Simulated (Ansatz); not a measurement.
**SnO (Romarchite, P4/nmm): zone-centre modes under pressure**

Wanted: Grüneisen parameters and pressure coefficients of the modes of SnO (Romarchite, P4/nmm).

Program: Ansatz 0.2.0. Level of theory: DFT PBE+D3(BJ), scalar-relativistic, plane waves, PAW; PAW set soft_1. Results are calculated unless marked as measured.

### Step 1. Set-up

It takes space group P4/nmm (No. 129, tetragonal). Conventional cell: a = 3.799 Å, b = 3.799 Å, c = 4.841 Å, α = 90.00°, β = 90.00°, γ = 90.00°. Nearest to O lie 4 Sn at 2.22 Å. Nearest to Sn lie 4 O at 2.22 Å. Farther neighbours and most contacts between anions are not listed.

### Step 2. Bringing the structure to rest

Harmonic phonons are second derivatives at a point where the forces vanish, and they are wanted at zero stress, so atoms and cell are relaxed first.

input.yaml reads:

```yaml
crystal:
  lattice:
    - [3.7986, 0.0, 0.0]
    - [0.0, 3.7986, 0.0]
    - [0.0, 0.0, 4.8408]
  atoms:
    - { symbol: O, position: [0.0, 0.0, 0.0] }
    - { symbol: O, position: [0.5, 0.5, 0.0] }
    - { symbol: Sn, position: [0.5, 0.0, 0.2369] }
    - { symbol: Sn, position: [0.0, 0.5, 0.7631] }
kpoints:
  mp_grid: { grid: [10, 10, 8] }
hamiltonian:
  xc: pbe
  dispersion: d3bj
  pseudopotentials: { kind: paw, azcp: { folder: soft_1 } }
scf:
  occupations: { method: gaussian, width: 0.01 }
output:
  forces: true
  stress: true
  eigenvalues: true
relax:
  adjacent_minimum: "off"
  f_tol: 0.005
  max_steps: 80
  cell: { stress_tol: 0.05 }
```

The run is started by

```bash
$ ansatz run input.yaml --threads 8 --pin off --max-ram 16384MiB --backend cpu --events-out ev --progress --plain --runs-dir out
```

Numbers of over 12 decimals in the logs are rounded to 6 here.

Log:

```text
Engine: ansatz 0.2.0, aarch64-unknown-linux-gnu
Pseudopotentials: kind: paw
Pseudopotential: O, paw, valence charge 6, recommended cutoff 420 eV (normal), soft_1/O.paw.azcp
Pseudopotential: Sn, paw, valence charge 14, recommended cutoff 420 eV (normal), soft_1/Sn.paw.azcp
Functional definition: PBE
  parameter kappa = 0.804
  parameter beta = 0.066725
  exchange = pbe_x(kappa = kappa, mu = beta*pi^2/3)
  correlation = pbe_c(beta = beta)
Crystal: 4 atoms, lattice volume = 69.850 Å³
Basis set: ecut = 420 eV, 1361 PW (Γ), exchange–correlation on 54×54×72 points (8 copies of the dense FFT grid, shifted against one another)
Bands: 24, of which v1, the nominal top of the filled ones, is band 20 counted from 1 (19 counted from 0)
Symmetry: 16 space group operations
Space group: P4/nmm (ITA 129), of the structure as read, at distance tolerance 4.1e-5 Å
k-points: 105 of 800
Non-local potential: O, projectors of the file, l = 0: 2, l = 1: 2, l = 2: 1
Non-local potential: Sn, projectors of the file, l = 0: 2, l = 1: 2, l = 2: 2, l = 3: 1
PAW form: soft (Blöchl's): semilocal exchange-correlation on the pseudo side does not see the compensation charge
PAW one-centre angular grid: O, 110 points (default); XC on 64 Gauss nodes
PAW one-centre angular grid: Sn, 590 points (default); XC on 64 Gauss nodes
Initial density: superposition of atomic densities (chi_scale 0.1, normalization cell, long waves kept (reshape's long-wave potential 0.16 eV rms))
Initial wavefunctions: pseudopotential atomic-orbital guess
Functional: x = pbe(κ = 0.804, μ = 0.219515), c = pbe(β = 0.066725)
SCF iter   1: F=—  HF=-13184.995103 eV  |F-HF|=—  |Δ(HF+E_count)|=         —  Δρ=4.76e-2  dr2=2.14e0  ethr=3.10e-3  ⟨swp⟩=6.1  Hψ=12016  notcnv=0
preconditioner: auto → Resta (q_TF=auto, 2.486 Å⁻¹)  ε∞=3.3  [insulator: Δε(μ)=0.041 eV  Ē_g=18.479 eV  σ=0.010 eV  W_gap=0.75  n_scr=18 (ndim 8)  ℏωp=28.1 eV  f_vac=0.000  D(μ)=0.45/eV (n_scr^D=0)  ε∞_Penn≈3.3]
SCF iter   2: F=—  HF=-13184.522679 eV  |F-HF|=—  |Δ(HF+E_count)|=   4.72e-1  Δρ=2.16e-2  dr2=4.48e-1  ethr=3.10e-3  ⟨swp⟩=3.1  Hψ=5731  notcnv=0  defer=1
SCF iter   3: F=—  HF=-13184.453839 eV  |F-HF|=—  |Δ(HF+E_count)|=   6.88e-2  Δρ=6.47e-3  dr2=2.46e-2  ethr=1.12e-3  ⟨swp⟩=2.8  Hψ=5430  notcnv=0  defer=1
SCF iter   4: F=—  HF=-13184.458590 eV  |F-HF|=—  |Δ(HF+E_count)|=   4.75e-3  Δρ=1.92e-3  dr2=2.84e-3  ethr=6.16e-5  ⟨swp⟩=3.0  Hψ=5832  notcnv=0
SCF iter   5: F=—  HF=-13184.459013 eV  |F-HF|=—  |Δ(HF+E_count)|=   4.23e-4  Δρ=5.16e-4  dr2=1.96e-4  ethr=7.10e-6  ⟨swp⟩=2.1  Hψ=3885  notcnv=0
SCF iter   6: F=—  HF=-13184.459285 eV  |F-HF|=—  |Δ(HF+E_count)|=   2.72e-4  Δρ=1.06e-4  dr2=9.96e-6  ethr=4.89e-7  ⟨swp⟩=2.1  Hψ=4052  notcnv=0
SCF iter   7: F=—  HF=-13184.459292 eV  |F-HF|=—  |Δ(HF+E_count)|=   7.40e-6  Δρ=3.64e-5  dr2=1.01e-6  ethr=2.49e-8  ⟨swp⟩=2.2  Hψ=3976  notcnv=0
SCF iter   8: F=-13184.459293 eV  HF=-13184.459293 eV  |F-HF|=2.26e-9  |Δ(HF+E_count)|=   4.54e-7  Δρ=9.10e-6  dr2=4.95e-8  ethr=2.50e-10  ⟨swp⟩=4.3  Hψ=12596  notcnv=0
SCF 1 converged in 8 iterations: F = -13184.459293 eV  dr2 = 4.95e-8
  greatest PAW one-centre occupation: 0.994 electrons in one spin orbital (limit 2), on the Sn atom at site 3 (counted from 0), in its partial waves of l = 2
relax step   1: F+E_penalty+E_count = -13184.45929263 eV  Δ(F+E_penalty+E_count) = +0.000e0 eV  max|allowed force component| = 4.996e-1 eV/Å  Δτ_max = 0.0000 Å  P = +2.608 GPa  Ω = 69.850 Å³  (8 SCF iters, dr2 threshold 1.00e-7 eV, accepted)
Crystal: 4 atoms, lattice volume = 68.988 Å³
Basis set: ecut = 420 eV, 1327 PW (Γ), exchange–correlation on 54×54×72 points (8 copies of the dense FFT grid, shifted against one another)
Initial density: handed on by an earlier stage of this run
Initial wavefunctions: those handed on with the density
iter 1 solved again at ethr=3.68e-5 eV; its pass at ethr=3.10e-3 eV (dr2=1.47e-2 eV) is discarded
SCF iter   1: F=—  HF=-13184.475507 eV  |F-HF|=—  |Δ(HF+E_count)|=         —  Δρ=5.55e-3  dr2=1.45e-2  ethr=3.68e-5  ⟨swp⟩=2.1  Hψ=15358  notcnv=0
preconditioner: auto → LDOS  [insulator: Δε(μ)=0.012 eV  Ē_g=17.989 eV  σ=0.010 eV  W_gap=0.55  n_scr=18 (ndim 8)  ℏωp=28.3 eV  f_vac=0.014  D(μ)=0.78/eV (n_scr^D=2)  ε∞_Penn≈3.5  β→1.0]
SCF iter   2: F=—  HF=-13184.474465 eV  |F-HF|=—  |Δ(HF+E_count)|=   1.04e-3  Δρ=3.23e-3  dr2=6.09e-3  ethr=3.63e-5  ⟨swp⟩=2.9  Hψ=5379  notcnv=0
preconditioner: auto → Resta (q_TF=auto, 2.491 Å⁻¹)  ε∞=3.5  [insulator: Δε(μ)=0.019 eV  Ē_g=18.060 eV  σ=0.010 eV  W_gap=0.72  n_scr=18 (ndim 8)  ℏωp=28.3 eV  f_vac=0.011  D(μ)=0.47/eV (n_scr^D=0)  ε∞_Penn≈3.5  β→0.5]
SCF iter   3: F=—  HF=-13184.472560 eV  |F-HF|=—  |Δ(HF+E_count)|=   1.90e-3  Δρ=8.15e-4  dr2=3.10e-4  ethr=1.52e-5  ⟨swp⟩=2.6  Hψ=5164  notcnv=0
SCF iter   4: F=—  HF=-13184.472595 eV  |F-HF|=—  |Δ(HF+E_count)|=   3.48e-5  Δρ=2.90e-4  dr2=3.87e-5  ethr=7.76e-7  ⟨swp⟩=2.0  Hψ=3986  notcnv=0
SCF iter   5: F=—  HF=-13184.472592 eV  |F-HF|=—  |Δ(HF+E_count)|=   3.73e-6  Δρ=5.84e-5  dr2=3.52e-6  ethr=9.68e-8  ⟨swp⟩=2.0  Hψ=3468  notcnv=0
SCF iter   6: F=-13184.472593 eV  HF=-13184.472593 eV  |F-HF|=2.08e-7  |Δ(HF+E_count)|=   1.16e-6  Δρ=2.37e-5  dr2=3.36e-7  ethr=1.00e-9  ⟨swp⟩=4.3  Hψ=11515  notcnv=0
SCF 2 converged in 6 iterations: F = -13184.472593 eV  dr2 = 3.36e-7
  greatest PAW one-centre occupation: 0.993 electrons in one spin orbital (limit 2), on the Sn atom at site 3 (counted from 0), in its partial waves of l = 2
relax step   2: F+E_penalty+E_count = -13184.47259296 eV  Δ(F+E_penalty+E_count) = -1.330e-2 eV  max|allowed force component| = 3.292e-1 eV/Å  Δτ_max = 0.0589 Å  P = -0.136 GPa  Ω = 68.988 Å³  energy of the carried Pulay correction = +1.102e-3 eV  (6 SCF iters, dr2 threshold 4.00e-7 eV, accepted)
Crystal: 4 atoms, lattice volume = 70.054 Å³
Basis set: ecut = 420 eV, 1351 PW (Γ), exchange–correlation on 54×54×72 points (8 copies of the dense FFT grid, shifted against one another)
iter 1 solved again at ethr=8.25e-6 eV; its pass at ethr=3.10e-3 eV (dr2=3.30e-3 eV) is discarded
SCF iter   1: F=—  HF=-13184.480437 eV  |F-HF|=—  |Δ(HF+E_count)|=         —  Δρ=2.48e-3  dr2=3.24e-3  ethr=8.25e-6  ⟨swp⟩=2.2  Hψ=14558  notcnv=0
preconditioner: auto → LDOS  [metal: Δε(μ)=0.005 eV  Ē_g=18.062 eV  σ=0.010 eV  W_gap=0.27  n_scr=18 (ndim 8)  ℏωp=28.1 eV  f_vac=0.014  D(μ)=0.67/eV (n_scr^D=2)  β→1.0]
SCF iter   2: F=—  HF=-13184.480448 eV  |F-HF|=—  |Δ(HF+E_count)|=   1.06e-5  Δρ=1.48e-3  dr2=2.11e-3  ethr=8.11e-6  ⟨swp⟩=3.0  Hψ=5443  notcnv=0
preconditioner: auto → Kerker (q_TF=auto, 2.485 Å⁻¹)  [metal: Δε(μ)=0.009 eV  Ē_g=18.023 eV  σ=0.010 eV  W_gap=0.46  n_scr=18 (ndim 8)  ℏωp=28.1 eV  f_vac=0.014  D(μ)=0.61/eV (n_scr^D=0)  β→0.5]
SCF iter   3: F=—  HF=-13184.479683 eV  |F-HF|=—  |Δ(HF+E_count)|=   7.64e-4  Δρ=4.47e-4  dr2=1.02e-4  ethr=5.27e-6  ⟨swp⟩=2.4  Hψ=5135  notcnv=0
SCF iter   4: F=—  HF=-13184.479690 eV  |F-HF|=—  |Δ(HF+E_count)|=   7.46e-6  Δρ=1.59e-4  dr2=1.58e-5  ethr=2.55e-7  ⟨swp⟩=2.8  Hψ=4389  notcnv=0
SCF iter   5: F=—  HF=-13184.479689 eV  |F-HF|=—  |Δ(HF+E_count)|=   1.33e-6  Δρ=6.09e-5  dr2=3.43e-6  ethr=3.96e-8  ⟨swp⟩=2.0  Hψ=3551  notcnv=0
SCF iter   6: F=—  HF=-13184.479689 eV  |F-HF|=—  |Δ(HF+E_count)|=   1.48e-7  Δρ=2.06e-5  dr2=4.99e-7  ethr=8.57e-9  ⟨swp⟩=2.2  Hψ=3260  notcnv=0
SCF iter   7: F=-13184.479689 eV  HF=-13184.479689 eV  |F-HF|=1.11e-8  |Δ(HF+E_count)|=   7.88e-8  Δρ=7.48e-6  dr2=8.08e-8  ethr=1.00e-9  ⟨swp⟩=5.6  Hψ=10643  notcnv=0
SCF 3 converged in 7 iterations: F = -13184.479689 eV  dr2 = 8.08e-8
relax step   3: F+E_penalty+E_count = -13184.47968940 eV  Δ(F+E_penalty+E_count) = -7.096e-3 eV  max|allowed force component| = 2.488e-2 eV/Å  Δτ_max = 0.0281 Å  P = +0.074 GPa  Ω = 70.054 Å³  energy of the carried Pulay correction = -2.594e-4 eV  (7 SCF iters, dr2 threshold 4.00e-7 eV, accepted)
[...]
relax step   4: F+E_penalty+E_count = -13184.47995715 eV  Δ(F+E_penalty+E_count) = -2.677e-4 eV  max|allowed force component| = 1.021e-4 eV/Å  Δτ_max = 0.0009 Å  P = +0.041 GPa  Ω = 70.085 Å³  energy of the carried Pulay correction = -2.990e-4 eV  (4 SCF iters, dr2 threshold 1.25e-7 eV, accepted)
[...]
relax step   5: F+E_penalty+E_count = -13184.48007377 eV  Δ(F+E_penalty+E_count) = -1.166e-4 eV  max|allowed force component| = 1.085e-3 eV/Å  Δτ_max = 0.0010 Å  P = +0.003 GPa  Ω = 70.043 Å³  energy of the carried Pulay correction = -2.451e-4 eV  (4 SCF iters, dr2 threshold 2.36e-8 eV, accepted)
Basis set: ecut = 420 eV, 1359 PW (Γ), exchange–correlation on 54×54×64 points (8 copies of the dense FFT grid, shifted against one another)
Initial wavefunctions: pseudopotential atomic-orbital guess (no wavefunctions were taken with the density)
iter 1 solved again at ethr=3.11e-7 eV; its pass at ethr=3.10e-3 eV (dr2=1.25e-4 eV) is discarded
SCF iter   1: F=—  HF=-13184.480594 eV  |F-HF|=—  |Δ(HF+E_count)|=         —  Δρ=8.67e-5  dr2=5.53e-7  ethr=3.11e-7  ⟨swp⟩=3.8  Hψ=19621  notcnv=0
preconditioner: auto → LDOS  [insulator: Δε(μ)=0.236 eV  Ē_g=18.037 eV  σ=0.010 eV  W_gap=0.51  n_scr=18 (ndim 8)  ℏωp=28.1 eV  f_vac=0.013  D(μ)=0.74/eV (n_scr^D=2)  ε∞_Penn≈3.4  β→1.0]
SCF iter   2: F=—  HF=-13184.480589 eV  |F-HF|=—  |Δ(HF+E_count)|=   5.33e-6  Δρ=9.38e-6  dr2=8.58e-8  ethr=1.38e-9  ⟨swp⟩=2.2  Hψ=4736  notcnv=0
SCF iter   3: F=—  HF=-13184.480589 eV  |F-HF|=—  |Δ(HF+E_count)|=   1.32e-8  Δρ=5.50e-6  dr2=2.46e-8  ethr=2.15e-10  ⟨swp⟩=2.0  Hψ=4618  notcnv=0
SCF iter   4: F=—  HF=-13184.480589 eV  |F-HF|=—  |Δ(HF+E_count)|=   4.56e-9  Δρ=1.67e-6  dr2=2.22e-9  ethr=6.15e-11  ⟨swp⟩=2.8  Hψ=4537  notcnv=0
SCF iter   5: F=—  HF=-13184.480589 eV  |F-HF|=—  |Δ(HF+E_count)|=  3.67e-10  Δρ=3.11e-7  dr2=8.57e-11  ethr=5.56e-12  ⟨swp⟩=3.0  Hψ=4769  notcnv=0
SCF iter   6: F=-13184.480589 eV  HF=-13184.480589 eV  |F-HF|=5.46e-12  |Δ(HF+E_count)|=  2.18e-11  Δρ=5.29e-8  dr2=1.34e-12  ethr=1.00e-12  ⟨swp⟩=5.0  Hψ=10004  notcnv=0
SCF 6 converged in 6 iterations: F = -13184.480589 eV  dr2 = 1.34e-12
relax step   6: F+E_penalty+E_count = -13184.48058877 eV  Δ(F+E_penalty+E_count) = -5.150e-4 eV  max|allowed force component| = 1.496e-3 eV/Å  Δτ_max = 0.0000 Å  P = +0.015 GPa  Ω = 70.043 Å³  stress off target by 4.00e-2 GPa  SCF on the basis re-selected at this cell (its energy is not comparable with the rows above)  (6 SCF iters)
basis re-selected at this cell: Δ(F+E_penalty+E_count) = -5.150e-4 eV, ΔP = +0.011 GPa vs the last step (what re-selecting the basis moved, of the pressure what is left beyond the Pulay correction that the steps carried, after the strain that the cell walked since its last selection, with what the two solves' SCF thresholds leave and, on support functions, any second-order correction that the steps lacked; it is no measure of the basis error at this ecutwfc). The dense FFT grid was sized anew with the basis: this SCF ran on 27×27×32 points, the steps before it on 27×27×36, so part of this shift can come from that change (see relax.cell in the input reference). [rest of the remark cut]
SCF converged after 6 iterations
Free energy (F): -13184.480589 eV
Harris-Foulkes:  -13184.480589 eV  (|F-HF|=5.46e-12)
Internal energy: -13184.480552 eV  (E = F + TS)
E sigma→0 (E₀):  -13184.480570 eV
Entropy (-TS):   -0.000037 eV (-0.009 meV/atom)
Fermi energy:    9.964127 eV
--- Per-component energies (eV) ---
  E_band       = -181.887185
  E_kinetic    = 672.036800
  E_local      = -2924.828128  (includes V_loc(G=0)·N_el)
  E_nonlocal   = 395.045990
  E_hartree    = 1375.576409
  E_xc         = -394.713203
  E_vxc        = -342.811184  (∫ρ·V_xc dr)
  E_paw        = -9063.721655  (= ΣΔE_a)
  E_vpaw       = -732.485622  (= ΣTr[D̂ρ^β])
  E_aug_tail   = 0.002075  (compensation charges beyond the density's cutoff)
  E_ewald      = -3242.938905
  E_disp       = -0.939935  (pairwise vdW)
  E_smearing   = -0.000037  (= −TS)
  E_closure    = -0.000000  (closes the sum)
  Σ components = -13184.480589   (vs F -13184.480589, Δ=0.00e0)
--- Forces (eV/Å), atoms counted from 1 ---
  atom   1  O      0.00000000     0.00000000    -0.00000000
  atom   2  O      0.00000000     0.00000000     0.00000000
  atom   3  Sn     0.00000000     0.00000000     0.00149559
  atom   4  Sn     0.00000000     0.00000000    -0.00149559
  max |Σ_I F_I| component: 0.00e0 eV/Å
--- Stress (GPa, compression-positive) ---
        0.039958       0.000000       0.000000
        0.000000       0.039958       0.000000
        0.000000       0.000000      -0.035549
  P = ⅓ Tr σ = 0.0148 GPa (0.148 kbar)
--- Band table (eV; the first three rows and the last of 105) ---
  k-point 0: bands = [... 16 lower, 6.6149, 6.9127, 6.9127, 9.9640, 12.1552, 14.4828, 14.4828, 14.6550]
  k-point 1: bands = [... 16 lower, 6.6026, 6.9104, 6.9104, 9.8532, 11.9529, 14.0260, 14.0260, 14.6441]
  k-point 2: bands = [... 16 lower, 6.5729, 6.9045, 6.9045, 9.4092, 11.6956, 13.3849, 13.3849, 14.2866]
  k-point 104: bands = [... 16 lower, 7.2076, 7.2076, 7.5608, 7.5608, 12.2849, 12.2849, 14.1816, 14.1816]
--- Relaxed structure (5 steps of the walk, 5 accepted, 1 SCFs on fresh bases) ---
  F+E_penalty+E_count = -13184.48058877 eV   max|allowed force component| = 1.496e-3 eV/Å   (the final SCF, on the basis selected at the relaxed cell)
  cell:  # Å, volume = 70.0428 Å³
    - [3.834509, 0, 0.0]
    - [0, 3.834509, 0.0]
    - [0.0, 0.0, 4.763694]
  atoms:
    - { symbol: O, position: [0, 0, 0] }
    - { symbol: O, position: [0.5, 0.5, 0] }
    - { symbol: Sn, position: [0.5, 0.0, 0.243301] }
    - { symbol: Sn, position: [0, 0.5, 0.756699] }
```

Elapsed: 9.1 s, on 8 threads of Arm Neoverse V1, shared host; peak memory 0.52 GiB; 66 s of CPU time.

The steps of the relaxation:

| step | energy less that of the first step (eV) | largest force component (eV/Å) | pressure (GPa) | volume (Å³) |
| --- | --- | --- | --- | --- |
| 1 | 0.0000 | 0.4996 | 2.61 | 69.85 |
| 2 | -0.0133 | 0.3292 | -0.14 | 68.99 |
| 3 | -0.0204 | 0.0249 | 0.07 | 70.05 |
| 4 | -0.0207 | 0.0001 | 0.04 | 70.09 |
| 5 | -0.0208 | 0.0011 | 0.00 | 70.04 |
| 6* | -0.0213 | 0.0015 | 0.01 | 70.04 |

Relaxation steps marked * repeat the geometry before them on a plane-wave basis chosen anew for their cell, so energy and pressure can jump there.

Forces are held to the 16 operations that the run works with; a distortion that breaks them can't arise in this run.

| conventional cell, symmetrised | before | after | change |
| --- | --- | --- | --- |
| a (Å) | 3.799 | 3.835 | +0.9 % |
| b (Å) | 3.799 | 3.835 | +0.9 % |
| c (Å) | 4.841 | 4.764 | -1.6 % |
| volume (Å³/atom) | 17.46 | 17.51 | +0.3 % |

The atoms that moved most (Å, as changes of fractional coordinates times the final cell):

| atom | dx | dy | dz | length |
| --- | --- | --- | --- | --- |
| Sn3 | 0.000 | 0.000 | 0.030 | 0.030 |
| Sn4 | 0.000 | 0.000 | -0.030 | 0.030 |

The relaxed structure:

```xyz
4
Lattice="3.8345 0.0000 0.0000 0.0000 3.8345 0.0000 0.0000 0.0000 4.7637" Properties=species:S:1:pos:R:3 pbc="T T T"
O     0.0000    0.0000    0.0000
O     1.9173    1.9173    0.0000
Sn    1.9173    0.0000    1.1590
Sn    0.0000    1.9173    3.6047
```

This step gave:

- pressure: 0.01479 GPa
- volume per atom: 17.51 Å³
- gap on the k-mesh: 0 eV

In this step the volume went from 17.46 to 17.51 Å³/atom.

### Step 3. Relaxation

The relaxation is repeated from its end, on the mesh and smearing that suit the cell and gap now reached.

input.yaml, the sections that differ from step 2:

```yaml
crystal:
  lattice:
    - [3.8345093155, 0.0, 0.0]
    - [0.0, 3.8345093155, 0.0]
    - [0.0, 0.0, 4.7636936239]
  atoms:
    - { symbol: O, position: [0.0, 0.0, 0.0] }
    - { symbol: O, position: [0.5, 0.5, 0.0] }
    - { symbol: Sn, position: [0.5, 0.0, 0.2433013407] }
    - { symbol: Sn, position: [0.0, 0.5, 0.7566986593] }
kpoints:
  mp_grid: { grid: [12, 12, 10] }
scf:
  occupations: { method: gaussian, width: 0.1 }
output:
  forces: true
  stress: true
  eigenvalues: true
  write_density: true
  write_potential: true
  elf: true
  volumetric_format: npy
# hamiltonian, relax: as in step 2
```

Log:

```text
[...]
Crystal: 4 atoms, lattice volume = 70.043 Å³
Basis set: ecut = 420 eV, 1359 PW (Γ), exchange–correlation on 54×54×64 points (8 copies of the dense FFT grid, shifted against one another)
Bands: 24, of which v1, the nominal top of the filled ones, is band 20 counted from 1 (19 counted from 0)
Symmetry: 16 space group operations
[...]
k-points: 168 of 1440
[...]
--- Relaxed structure (3 steps of the walk, 3 accepted, 1 SCFs on fresh bases) ---
[...]
cell:  # Å, volume = 70.0562 Å³
    - [3.836786, 0, 0.0]
    - [0, 3.836786, 0.0]
    - [0.0, 0.0, 4.758956]
  atoms:
    - { symbol: O, position: [0, 0, 0] }
    - { symbol: O, position: [0.5, 0.5, 0] }
    - { symbol: Sn, position: [0.5, 0, 0.243358] }
    - { symbol: Sn, position: [0, 0.5, 0.756642] }
[key lines of the parts left out:]
SCF converged after 5 iterations
Free energy (F): -13184.480887 eV
Fermi energy:    10.022048 eV
P = ⅓ Tr σ = -0.0245 GPa (-0.245 kbar)
```

It took 9.6 s on 8 threads; peak memory 0.58 GiB.

Little changed from the start: no atom moved by 0.005 Å and no cell edge by 0.1 %.

Numbers from this step:

```
pressure : -0.02453 GPa
```

In this step the volume went from 17.51 to 17.51 Å³/atom.

### Step 4. Tight relaxation

Phonons need small forces and stress, so the relaxation is finished with tight tolerances on 12×12×10 k points.

input.yaml, the sections that differ from step 3:

```yaml
crystal:
  lattice:
    - [3.8367855139, 0.0, 0.0]
    - [0.0, 3.8367855139, 0.0]
    - [0.0, 0.0, 4.7589561554]
  atoms:
    - { symbol: O, position: [0.0, 0.0, 0.0] }
    - { symbol: O, position: [0.5, 0.5, 0.0] }
    - { symbol: Sn, position: [0.5, 0.0, 0.2433577242] }
    - { symbol: Sn, position: [0.0, 0.5, 0.7566422758] }
scf:
  occupations: { method: methfessel_paxton, width: 0.2 }
output:
  forces: true
  stress: true
  eigenvalues: true
relax:
  adjacent_minimum: "off"
  f_tol: 0.001
  max_steps: 60
  cell: { stress_tol: 0.01 }
# kpoints, hamiltonian: as in step 3
```

Log:

```text
[...]
Crystal: 4 atoms, lattice volume = 70.056 Å³
Basis set: ecut = 420 eV, 1359 PW (Γ), exchange–correlation on 54×54×64 points (8 copies of the dense FFT grid, shifted against one another)
Bands: 24, of which v1, the nominal top of the filled ones, is band 20 counted from 1 (19 counted from 0)
Symmetry: 16 space group operations
[...]
k-points: 168 of 1440
[...]
--- Relaxed structure (3 steps of the walk, 2 accepted, 1 SCFs on fresh bases) ---
[...]
cell:  # Å, volume = 70.0671 Å³
    - [3.836730, 0.0, 0.0]
    - [0.0, 3.836730, 0.0]
    - [0.0, 0.0, 4.759837]
  atoms:
    - { symbol: O, position: [0.0, 0.0, 0] }
    - { symbol: O, position: [0.5, 0.5, 0] }
    - { symbol: Sn, position: [0.5, 0.0, 0.243261] }
    - { symbol: Sn, position: [0.0, 0.5, 0.756739] }
[key lines of the parts left out:]
SCF converged after 5 iterations
Free energy (F): -13184.480304 eV
Fermi energy:    10.020752 eV
P = ⅓ Tr σ = -0.0037 GPa (-0.037 kbar)
```

The job ended after 9.5 s (8 threads; peak memory 0.58 GiB; 70 s of CPU time).

Little changed from the start: no atom moved by 0.005 Å and no cell edge by 0.1 %.

This step gave:

* pressure: -0.003746 GPa
* volume per atom: 17.52 Å³

The largest force component left is 0.23 meV/Å and the pressure is -0.004 GPa, within the tolerances set. The cell now holds 17.52 Å³/atom.

(Continued in part 2 of 3.)

[Logs are printed without paths, hosts, clocks, repeated set-up lines and the standing remarks that a program may print on its own settings, such as how far it seeks lower states.]

[Hosts, paths, dates, database ids (printed as entryN), source tags and the programs' standing remarks are cut or masked in the printed files.]
